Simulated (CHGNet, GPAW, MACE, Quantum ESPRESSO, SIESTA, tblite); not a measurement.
**Si in place of C in Nb(100)/C(110) interface (68 atoms): do the methods agree on the site?**

Aim: compare the energies of Si in place of C at unlike sites of Nb(100)/C(110) interface (68 atoms), with plane waves as the reference.

The results are calculated values.

### 1. The cell

The cell holds 68 atoms (20 Nb and 48 C), with edges of 7.13, 7.57 and 23.00 Å. Recipe: bcc Nb(100), 4 repeat layers, 5 surface cells, strained -3.32 and +2.54 %; diamond-structure C(110), 4 layers, 6 cells, -0.00 and -0.00 %; outer planes 2.25 Å apart, 12 Å of vacuum above; not relaxed, displaced by a Gaussian of 0.02 Å Then the atoms were relaxed with MACE MP-0b3 medium in the fixed cell. Regions: Nb, 20 atoms; C, 48 atoms.

### 2. The reference input

Quantum ESPRESSO 7.5: Kohn-Sham DFT, PBE, SSSP efficiency 1.3.0 pseudopotentials, plane waves. Its input, pw.in, for the unchanged cell:

```
&control
  calculation = 'scf'
  pseudo_dir = './pseudo'
  outdir = './tmp'
  disk_io = 'none'
  tprnfor = .true.
/
&system
  ibrav = 0
  nat = 68
  ntyp = 2
  ecutwfc = 45
  ecutrho = 360
  nosym = .true.
  occupations = 'smearing'
  smearing = 'fd'
  degauss = 0.003675
/
&electrons
  conv_thr = 3.4e-07
  electron_maxstep = 100
  mixing_beta = 0.2
  mixing_mode = 'local-TF'
  diagonalization = 'david'
/
ATOMIC_SPECIES
Nb 92.906 Nb.upf
C 12.011 C.upf
CELL_PARAMETERS angstrom
7.13400 0.00000 0.00000
0.00000 7.56670 0.00000
0.00000 0.00000 22.99872
ATOMIC_POSITIONS crystal
Nb 0.79913 0.39577 0.26229
Nb 0.69670 0.10048 0.33658
Nb 0.79441 0.39898 0.41095
Nb 0.48463 0.50475 0.48207
[... 62 atom lines left out ...]
C 0.81384 0.25830 0.73305
C 0.90392 0.42534 0.73317
K_POINTS gamma
```

```console
$ OMP_NUM_THREADS=1 mpirun -np 4 pw.x -in pw.in > output.txt
```

Run time: 3.4 min. Hardware: 4 MPI ranks of Arm Neoverse V1, shared host; peak memory 2.6 GiB; 13 min of CPU time.

It converged with an r.m.s. force component of 0.66 eV/Å.

### 3. Levels of theory

The levels share the cells and solve them as single points, though not every level runs every cell. CPU time is summed over a level's finished runs, on a host shared with the other runs, so it is rough; the force column is the median over cells of the r.m.s. difference of force components from the reference.

| level | basis or training data | k-points | runs finished | CPU time | peak memory (GiB) | force difference (meV/Å) |
| --- | --- | --- | --- | --- | --- | --- |
| QE, PBE | plane waves, SSSP efficiency, 45/360 Ry | Γ | 6 of 6 | 87 min | 2.6 | reference |
| SIESTA DZP, PBE | DZP orbitals, shift 0.01 Ry, mesh 300 Ry | Γ | 5 of 5 | 40 min | 1.4 | 163 |
| tblite GFN1-xTB | tight binding with its own dispersion term | Γ | 5 of 5 | 17 s | 0.13 | 394 |
| CHGNet 0.3.0 | trained on PBE(+U) plane-wave data | - | 6 of 6 | 22 s | 2.4 | 798 |
| MACE MP-0b3 medium | trained on PBE(+U) plane-wave data | - | 6 of 6 | 42 s | 1.1 | 669 |

The reference's own r.m.s. force component runs from 600 to 748 meV/Å over these cells. MACE MP-0b3 medium relaxed the atoms, so in the cells that it relaxed its forces are near zero and its entry mostly repeats the reference's forces.

### 4. The sites

Each changed cell was relaxed with MACE MP-0b3 medium before the single points. Neighbours are the site's nearest atoms before the change.

```tsv
site	nearest atoms	their mean distance (Å)	atoms within 6 Å	largest move on relaxing (Å)	longest force left in the reference (eV/Å)
C31	C4	1.56	105	0.79	2.53
C51	C3	1.45	84	0.69	3.54
C34	C4	1.54	97	0.68	3.16
C26	C4	1.55	97	0.67	3.73
C45	NbC3	1.71	98	0.85	1.77
```

### 5. Site energies

All changed cells hold the same atoms, so within one level their energies compare with no chemical potential. Energies in eV, less that of C31, the reference's cheapest site; the last column is the largest deviation from the reference once each row's mean is taken off.

```tsv
level	C31	C51	C34	C26	C45	cheapest	largest deviation
QE, PBE	0.00	0.09	0.60	0.63	0.81	C31	-
SIESTA DZP, PBE	0.00	-0.18	0.51	0.57	0.67	C51	0.15
tblite GFN1-xTB	0.00	-0.84	0.54	0.40	-1.26	C45	1.42
CHGNet 0.3.0	0.00	-0.76	0.20	0.17	-0.26	C51	0.55
MACE MP-0b3 medium	0.00	-0.09	0.77	0.38	0.43	C51	0.30
```

### 6. Findings

In the reference the cheapest site is C31 (C4) and the dearest C45 (NbC3), 0.81 eV higher. 0 of the 4 other levels pick the same cheapest site; SIESTA DZP, PBE picks C51, tblite GFN1-xTB picks C45, CHGNet 0.3.0 picks C51 and MACE MP-0b3 medium picks C51. The two cheapest sites lie only 0.087 eV apart in the reference, so their order is fragile.

SIESTA DZP, PBE follows the reference most closely (0.15 eV at worst) and tblite GFN1-xTB least (1.42 eV). The other programs at PBE deviate by 0.15 eV at most, the learned potentials by 0.30 to 0.55 eV.

**Limits.** The geometries are those of MACE MP-0b3 medium; forces of up to 3.7 eV/Å remain in the reference, so relaxing in DFT would lower the energies, by amounts that can differ from site to site and can change the order. For MACE MP-0b3 medium alone these are relaxed energies. Defects interact with their periodic images. Only 5 of the 48 C sites are compared. Learned potentials know no electrons, so they can't tell charge or spin states of the defect. The reference samples only Γ, in a cell whose shortest periodic width is 7 Å. The reference isn't exact: its cutoffs and mesh weren't converged further here. SIESTA's automatically made basis is far from complete, and its potentials were converted by us (checked for H, C, O, Si, Ge and Ca alone). The learned potentials mimic data converged in k, so the sampling error of the reference's coarse mesh counts against them here, while programs on the same mesh share it. The slab repeats along its normal with no dipole correction. Spin–orbit coupling is left out. The reference has no spin polarisation, so local moments can't form. Where levels are smeared, the DFT runs use Fermi–Dirac occupations at 580 K (0.05 eV), and energies are free energies.

[Long decimals in the printed logs are rounded to 6 places.]

[Logs are printed without paths, hosts, clocks, repeated set-up lines and the standing remarks that a program may print on its own settings, such as how far it seeks lower states.]

[Hosts, paths, dates, database ids (printed as entryN), source tags and the programs' standing remarks are cut or masked in the printed files.]
